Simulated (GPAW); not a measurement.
# OH/Ag(100): work function by functional and basis

Aim: the work function of both faces of OH/Ag(100), and its spread over functionals and bases.

Calculated with GPAW 26.7.0; GPAW, PAW setups; slab in vacuum, relaxation, in the first sound run; inputs show where later runs differ.

Report form: the programs' logs are mostly left out.

## 1. The starting structure

The cell holds 6 atoms: 4 Ag, 1 O and 1 H. Cell: a = 2.892 Å, b = 2.892 Å, c = 23.225 Å, α = 90.0°, β = 90.0°, γ = 90.0°. Vacuum lies along c.

## 2. Relaxation

The atoms are relaxed first, since the surface dipole, and with it the work function, follows the positions of the outer layers. The lowest 3 atoms are held at bulk positions and keep their forces.

File run.py:

```python
import json
import numpy as np
from ase import Atoms
from ase.constraints import FixAtoms
from ase.optimize import BFGS
from gpaw import GPAW, PW

slab = Atoms(
    ['Ag', 'Ag', 'Ag', 'Ag', 'O', 'H'],
    positions=[
        [1.44603, 1.44603, 7.00000],
        [0.00000, 0.00000, 9.04500],
        [1.44603, 1.44603, 11.09000],
        [0.00000, 0.00000, 13.13500],
        [0.00000, 0.00000, 15.24500],
        [0.00000, 0.00000, 16.22500]],
    cell=[[2.89207, 0.0, 0.0], [0.0, 2.89207, 0.0], [0.0, 0.0, 23.225]],
    pbc=[True, True, False])

slab.calc = GPAW(mode=PW(500), xc='PBE', kpts={'size': (11, 11, 1), 'gamma': True},
                 occupations={'name': 'fermi-dirac', 'width': 0.1}, nbands='160%',
                 convergence={'density': 1e-05}, maxiter=200,
                 poissonsolver={'dipolelayer': 'xy'},
                 symmetry={'tolerance': 1e-3, 'extra_ids': [1, 1, 1, 0, 0, 0]}, txt='slab.txt')
result = {}
slab.set_constraint(FixAtoms([0, 1, 2]))
path = []
opt = BFGS(slab, maxstep=0.2)
opt.attach(lambda: path.append((slab.get_potential_energy(), slab.positions.tolist(), slab.get_forces().tolist())))
result['relaxed'] = bool(opt.run(fmax=0.03, steps=40))
result['path'] = path
energy = slab.get_potential_energy()
fermi = slab.calc.get_fermi_level()
v = slab.calc.get_electrostatic_potential().mean((0, 1)) - fermi
n = slab.calc.get_pseudo_density().mean((0, 1))
L = slab.cell[2, 2]
z = np.arange(len(v)) * L / len(v)
low, high = slab.positions[:, 2].min(), slab.positions[:, 2].max()
below, above = np.interp([low - 4.8, high + 4.8], z, v)
slopes = [np.interp(x, z, np.gradient(v, z)) for x in (low - 4.8, high + 4.8)]
eps = np.array([[slab.calc.get_eigenvalues(k, s) for k in range(len(slab.calc.get_ibz_k_points()))]
                for s in range(slab.calc.get_number_of_spins())]) - fermi
top, bottom = eps[eps < 0].max(), eps[eps > 0].min()
dipole = slab.get_dipole_moment()[2]
print(f'energy {energy:.4f} eV, Fermi level {fermi:.4f} eV, dipole {dipole:.5f} e A')
print(f'potential 4.8 A off the faces, from the Fermi level: lower {below:.4f} eV, upper {above:.4f} eV')
print(f'slope of the potential there: lower {slopes[0]:.5f}, upper {slopes[1]:.5f} eV/A')
print(f'nearest levels on the mesh: {top:.4f} and {bottom:.4f} eV')
print('magnetic moment', round(slab.get_magnetic_moment(), 3))
result.update(energy=energy, fermi=fermi, dipole=dipole, below=below, above=above, slopes=slopes, edges=[top, bottom],
              z=z.tolist(), v=v.tolist(), n=n.tolist(), positions=slab.positions.tolist(),
              forces=slab.get_forces(apply_constraint=False).tolist(), moments=slab.get_magnetic_moments().tolist())
json.dump(result, open('result.json', 'w'))
```

Started as:

```sh
OMP_NUM_THREADS=1 OPENBLAS_NUM_THREADS=1 python run.py
```

Elapsed: 10 min, on 1 thread of Arm Neoverse V1, shared host; peak memory 0.31 GiB.

The steps of the relaxation:

```csv
step,energy less that of the first step (eV),largest force (eV/Å)
1,0.0000,0.4194
2,-0.0025,0.2883
3,-0.0045,0.2202
4,-0.0072,0.0240
```

The atoms that moved most (Å):

```csv
atom,dx,dy,dz,length
Ag4,0.000,0.000,0.031,0.031
H6,0.000,0.000,-0.014,0.014
O5,0.000,0.000,-0.005,0.005
```

Final coordinates:

```xyz
6
Lattice="2.8921 0.0000 0.0000 0.0000 2.8921 0.0000 0.0000 0.0000 23.2250" Properties=species:S:1:pos:R:3
Ag    1.4460    1.4460    7.0000
Ag    0.0000    0.0000    9.0450
Ag    1.4460    1.4460   11.0900
Ag    0.0000    0.0000   13.1656
O     0.0000    0.0000   15.2398
H     0.0000    0.0000   16.2106
```

This step gave:

```yaml
dipole_along_the_normal: 0.004207 e·Å
levels_nearest_the_fermi_level_on_the_mesh: -0.02455, 0.01547 eV from the Fermi level
upper_work_function: 4.183 eV
lower_work_function: 4.284 eV
```

Electrostatic potential energy of an electron (without an applied field's), less the Fermi level, planar mean against z:

```csv
z (Å),"electrostatic potential energy of an electron (without an applied field's), less the Fermi level, planar mean (eV)"
0.0,4.23
0.5,4.28
1.0,4.28
1.5,4.28
2.0,4.28
2.5,4.28
3.0,4.28
3.5,4.28
4.0,4.26
4.5,4.22
5.0,4.05
5.5,3.46
6.0,1.25
6.5,-7.22
7.0,-17.2
7.5,-7.45
8.0,-0.816
8.5,-6.56
9.0,-17.5
9.5,-8.82
10.0,-0.970
10.5,-5.46
11.0,-16.8
11.5,-9.75
12.0,-0.642
12.5,-3.55
13.0,-15.5
13.5,-11.5
14.0,0.329
14.5,4.66
15.0,-0.448
15.5,-0.457
16.0,3.44
16.5,3.16
17.0,3.98
17.5,4.14
18.0,4.17
18.5,4.18
19.0,4.18
19.5,4.18
20.0,4.18
20.5,4.18
21.0,4.18
21.5,4.18
22.0,4.18
22.5,4.18
23.0,4.20
```

Pseudo valence density, planar mean against z:

z (Å), pseudo valence density, planar mean (e/Å³) and a bar:
```
      3.5       0.00 
      4.0       0.00 
      4.5       0.00 
      5.0       0.01 
      5.5       0.03 
      6.0       0.14 ##
      6.5       0.78 ###########
      7.0       2.18 ##############################
      7.5       0.80 ###########
      8.0       0.28 ####
      8.5       0.67 #########
      9.0       2.11 #############################
      9.5       0.91 ############
     10.0       0.28 ####
     10.5       0.61 ########
     11.0       2.11 #############################
     11.5       1.07 ###############
     12.0       0.28 ####
     12.5       0.49 #######
     13.0       1.90 ##########################
     13.5       1.29 ##################
     14.0       0.23 ###
     14.5       0.18 ##
     15.0       0.66 #########
     15.5       0.61 ########
     16.0       0.22 ###
     16.5       0.07 #
     17.0       0.01 
     17.5       0.00 
     18.0       0.00 
     18.5       0.00
```

The relaxation lowered the energy of the cell by 0.00719 eV (energies extrapolated to zero smearing; the optimiser's log prints free energies). The largest force left on a free atom is 0.024 eV/Å.

## 3. The slab's potential

With the geometry fixed, the planar mean of the potential gives the vacuum level on each side.

This step: GPAW, PAW setups; slab in vacuum (GPAW 26.7.0).

Changes to run.py since step 2:

```diff
@@ -3,4 +3,2 @@
 from ase import Atoms
-from ase.constraints import FixAtoms
-from ase.optimize import BFGS
 from gpaw import GPAW, PW
@@ -13,5 +11,5 @@
         [1.44603, 1.44603, 11.09000],
-        [0.00000, 0.00000, 13.13500],
-        [0.00000, 0.00000, 15.24500],
-        [0.00000, 0.00000, 16.22500]],
+        [0.00000, 0.00000, 13.16558],
+        [-0.00000, 0.00000, 15.23984],
+        [0.00000, 0.00000, 16.21058]],
     cell=[[2.89207, 0.0, 0.0], [0.0, 2.89207, 0.0], [0.0, 0.0, 23.225]],
@@ -23,10 +21,4 @@
                  poissonsolver={'dipolelayer': 'xy'},
-                 symmetry={'tolerance': 1e-3, 'extra_ids': [1, 1, 1, 0, 0, 0]}, txt='slab.txt')
+                 symmetry={'tolerance': 1e-3}, txt='slab.txt')
 result = {}
-slab.set_constraint(FixAtoms([0, 1, 2]))
-path = []
-opt = BFGS(slab, maxstep=0.2)
-opt.attach(lambda: path.append((slab.get_potential_energy(), slab.positions.tolist(), slab.get_forces().tolist())))
-result['relaxed'] = bool(opt.run(fmax=0.03, steps=40))
-result['path'] = path
 energy = slab.get_potential_energy()
```

Run time: 3.7 min. Hardware: 1 thread; peak memory 0.31 GiB.

This step gave:

| Item | Value |
| --- | --- |
| dipole along the normal | 0.004226 e·Å |
| levels nearest the Fermi level on the mesh | -0.02482, 0.01520 eV from the Fermi level |
| lower work function | 4.285 eV |

The electrostatic potential energy of an electron (without an applied field's), less the Fermi level, planar mean oscillates, so the rows of the table below give means over windows of 1 Å about each position, cut where the curve ends. Its maxima inside the range that stand out by 2 % of the span (Å: eV): 8.0: -0.766, 10.1: -0.808, 12.1: -0.278, 14.5: 4.70, 15.9: 3.82. Its minima: 7.0: -17.3, 9.0: -17.5, 11.1: -17.3, 13.2: -17.1, 15.3: -4.59, 16.3: 2.37.

The electrostatic potential energy of an electron (without an applied field's), less the Fermi level, planar mean by z; means over each step:

z (Å), electrostatic potential energy of an electron (without an applied field's), less the Fermi level, planar mean (eV) and a bar from the least value:
```
        0        4.3 ##############################
        1        4.3 ##############################
        2        4.3 ##############################
        3        4.3 ##############################
        4        4.3 ##############################
        5        4.0 #############################
        6        0.2 #######################
        7      -13.3 
        8       -2.9 ##################
        9      -13.6 
       10       -3.0 ##################
       11      -13.2 #
       12       -2.7 ##################
       13      -12.5 ##
       14       -1.0 #####################
       15        0.1 #######################
       16        2.7 ###########################
       17        3.9 #############################
       18        4.2 ##############################
       19        4.2 ##############################
       20        4.2 ##############################
       21        4.2 ##############################
       22        4.2 ##############################
       23        4.2 ##############################
```

The pseudo valence density, planar mean oscillates, so the rows of the table below give means over windows of 2.13 Å about each position, cut where the curve ends. Its maxima inside the range that stand out by 2 % of the span (Å: e/Å³): 7.0: 2.22, 9.1: 2.21, 11.0: 2.20, 13.2: 2.24, 15.3: 0.826. Its minima: 7.9: 0.278, 10.1: 0.266, 12.2: 0.262, 14.3: 0.132.

Pseudo valence density, planar mean against z; means over each step:

```csv
z (Å),"pseudo valence density, planar mean (e/Å³)"
1.06,0
3.19,2.4e-4
5.32,0.0753
7.46,0.976
9.58,0.988
11.71,0.982
13.84,0.856
15.97,0.332
18.11,0.00148
20.23,3.1e-6
```

Force by atom:

```csv
atom,x (eV/Å),y (eV/Å),z (eV/Å),size
Ag1,0.000,0.000,-0.086,0.086
Ag2,0.000,0.000,-0.159,0.159
Ag3,0.000,0.000,0.257,0.257
Ag4,0.000,0.000,-0.014,0.014
O5,0.000,0.000,0.026,0.026
H6,0.000,0.000,0.010,0.010
```

The potential is flat to 0.001 eV/Å where it is read, so the vacuum is wide enough.

## 4. Self-consistent run: xc = "revPBE"

The same geometry under revPBE, to see how far the functional moves the levels against the vacuum.

Changes to run.py since step 3:

```diff
@@ -17,3 +17,3 @@
 
-slab.calc = GPAW(mode=PW(500), xc='PBE', kpts={'size': (11, 11, 1), 'gamma': True},
+slab.calc = GPAW(mode=PW(500), xc='revPBE', kpts={'size': (11, 11, 1), 'gamma': True},
                  occupations={'name': 'fermi-dirac', 'width': 0.1}, nbands='160%',
```

Wall time 5 min (1 thread); peak memory 0.31 GiB.

Numbers from this step:

- dipole along the normal: 3.29e-4 e·Å
- levels nearest the Fermi level on the mesh: -0.02559, 0.01398 eV from the Fermi level
- upper work function: 4.092 eV
- lower work function: 4.110 eV

The electrostatic potential energy of an electron (without an applied field's), less the Fermi level, planar mean oscillates, so the rows of the table below give means over windows of 1 Å about each position, cut where the curve ends. Its maxima inside the range that stand out by 2 % of the span (Å: eV): 8.0: -0.895, 10.1: -0.932, 12.1: -0.403, 14.5: 4.56, 15.9: 3.73. Its minima: 7.0: -17.4, 9.0: -17.6, 11.1: -17.4, 13.2: -17.2, 15.3: -4.68, 16.3: 2.29.

The electrostatic potential energy of an electron (without an applied field's), less the Fermi level, planar mean by z; means over each step:

z (Å), electrostatic potential energy of an electron (without an applied field's), less the Fermi level, planar mean (eV) and a bar from the least value:
```
        0        4.1 ##############################
        1        4.1 ##############################
        2        4.1 ##############################
        3        4.1 ##############################
        4        4.1 ##############################
        5        3.8 #############################
        6        0.0 #######################
        7      -13.4 
        8       -3.0 ##################
        9      -13.7 
       10       -3.2 ##################
       11      -13.3 #
       12       -2.8 ##################
       13      -12.6 ##
       14       -1.2 #####################
       15        0.0 #######################
       16        2.7 ############################
       17        3.8 #############################
       18        4.1 ##############################
       19        4.1 ##############################
       20        4.1 ##############################
       21        4.1 ##############################
       22        4.1 ##############################
       23        4.1 ##############################
```

Table of pseudo valence density, planar mean by z:

z (Å), pseudo valence density, planar mean (e/Å³) and a bar:
```
      3.5       0.00 
      4.0       0.00 
      4.5       0.00 
      5.0       0.01 
      5.5       0.03 
      6.0       0.14 ##
      6.5       0.78 ###########
      7.0       2.18 ##############################
      7.5       0.80 ###########
      8.0       0.28 ####
      8.5       0.67 #########
      9.0       2.12 #############################
      9.5       0.91 ############
     10.0       0.28 ####
     10.5       0.61 ########
     11.0       2.11 #############################
     11.5       1.07 ###############
     12.0       0.28 ####
     12.5       0.48 #######
     13.0       1.90 ##########################
     13.5       1.29 ##################
     14.0       0.23 ###
     14.5       0.17 ##
     15.0       0.66 #########
     15.5       0.61 ########
     16.0       0.22 ###
     16.5       0.07 #
     17.0       0.01 
     17.5       0.00 
     18.0       0.00 
     18.5       0.00
```

Force by atom:

```csv
atom,x (eV/Å),y (eV/Å),z (eV/Å),size
Ag1,0.000,0.000,-0.243,0.243
Ag2,0.000,0.000,-0.157,0.157
Ag3,0.000,0.000,0.258,0.258
Ag4,0.000,0.000,-0.066,0.066
O5,0.000,0.000,0.252,0.252
H6,0.000,0.000,-0.003,0.003
```

The upper face's work function is 4.092 eV, against 4.183 eV in the first plane-wave PBE run at this geometry.

## 5. OptPBE vdW: xc = "optPBE-vdW"

The same geometry under optPBE-vdW, to see how far the functional moves the levels against the vacuum (the van der Waals functionals take revPBE setups).

Changes to run.py since step 4:

```diff
@@ -17,3 +17,3 @@
 
-slab.calc = GPAW(mode=PW(500), xc='revPBE', kpts={'size': (11, 11, 1), 'gamma': True},
+slab.calc = GPAW(mode=PW(500), xc='optPBE-vdW', kpts={'size': (11, 11, 1), 'gamma': True},
                  occupations={'name': 'fermi-dirac', 'width': 0.1}, nbands='160%',
```

The job ended after 4.4 min (1 thread; peak memory 0.45 GiB).

This step gave:

| Quantity | Value |
| --- | --- |
| dipole along the normal | -0.001112 e·Å |
| levels nearest the Fermi level on the mesh | -0.02652, 0.01373 eV from the Fermi level |
| upper work function | 4.480 eV |
| lower work function | 4.466 eV |

The upper face's work function is 4.480 eV, against 4.183 eV in the first plane-wave PBE run at this geometry.

## 6. Self-consistent run: xc = "RPBE"

The same geometry under RPBE, to see how far the functional moves the levels against the vacuum.

Changes to run.py since step 5:

```diff
@@ -17,3 +17,3 @@
 
-slab.calc = GPAW(mode=PW(500), xc='optPBE-vdW', kpts={'size': (11, 11, 1), 'gamma': True},
+slab.calc = GPAW(mode=PW(500), xc='RPBE', kpts={'size': (11, 11, 1), 'gamma': True},
                  occupations={'name': 'fermi-dirac', 'width': 0.1}, nbands='160%',
```

It took 5.3 min on 1 thread; peak memory 0.31 GiB.

Numbers from this step:

```
dipole along the normal                    : -0.001879 e·Å
levels nearest the Fermi level on the mesh : -0.02565, 0.01382 eV from the Fermi level
upper work function                        : 4.115 eV
lower work function                        : 4.085 eV
```

The upper face's work function is 4.115 eV, against 4.183 eV in the first plane-wave PBE run at this geometry.

## 7. Self-consistent run: xc = "vdW-DF2"

The same geometry under vdW-DF2, to see how far the functional moves the levels against the vacuum (the van der Waals functionals take revPBE setups).

Changes to run.py since step 6:

```diff
@@ -17,3 +17,3 @@
 
-slab.calc = GPAW(mode=PW(500), xc='RPBE', kpts={'size': (11, 11, 1), 'gamma': True},
+slab.calc = GPAW(mode=PW(500), xc='vdW-DF2', kpts={'size': (11, 11, 1), 'gamma': True},
                  occupations={'name': 'fermi-dirac', 'width': 0.1}, nbands='160%',
```

The job ended after 9.3 min (1 thread; peak memory 0.45 GiB).

Numbers from this step:

- dipole along the normal: -0.006325 e·Å
- levels nearest the Fermi level on the mesh: -0.02733, 0.01330 eV from the Fermi level
- upper work function: 4.817 eV
- lower work function: 4.690 eV

The upper face's work function is 4.817 eV, against 4.183 eV in the first plane-wave PBE run at this geometry.

## 8. Self-consistent run: xc = "LDA"

The same geometry under LDA, to see how far the functional moves the levels against the vacuum.

Changes to run.py since step 7:

```diff
@@ -17,3 +17,3 @@
 
-slab.calc = GPAW(mode=PW(500), xc='vdW-DF2', kpts={'size': (11, 11, 1), 'gamma': True},
+slab.calc = GPAW(mode=PW(500), xc='LDA', kpts={'size': (11, 11, 1), 'gamma': True},
                  occupations={'name': 'fermi-dirac', 'width': 0.1}, nbands='160%',
```

It took 3.9 min on 1 thread; peak memory 0.31 GiB.

Numbers from this step:

* dipole along the normal: 0.01620 e·Å
* levels nearest the Fermi level on the mesh: -0.02310, 0.01781 eV from the Fermi level
* upper work function: 4.343 eV
* lower work function: 4.704 eV

[end of part 1 of 2]

[Logs are printed without paths, hosts, clocks, repeated set-up lines and the standing remarks that a program may print on its own settings, such as how far it seeks lower states.]

[Hosts, paths, dates, database ids (printed as entryN), source tags and the programs' standing remarks are cut or masked in the printed files.]
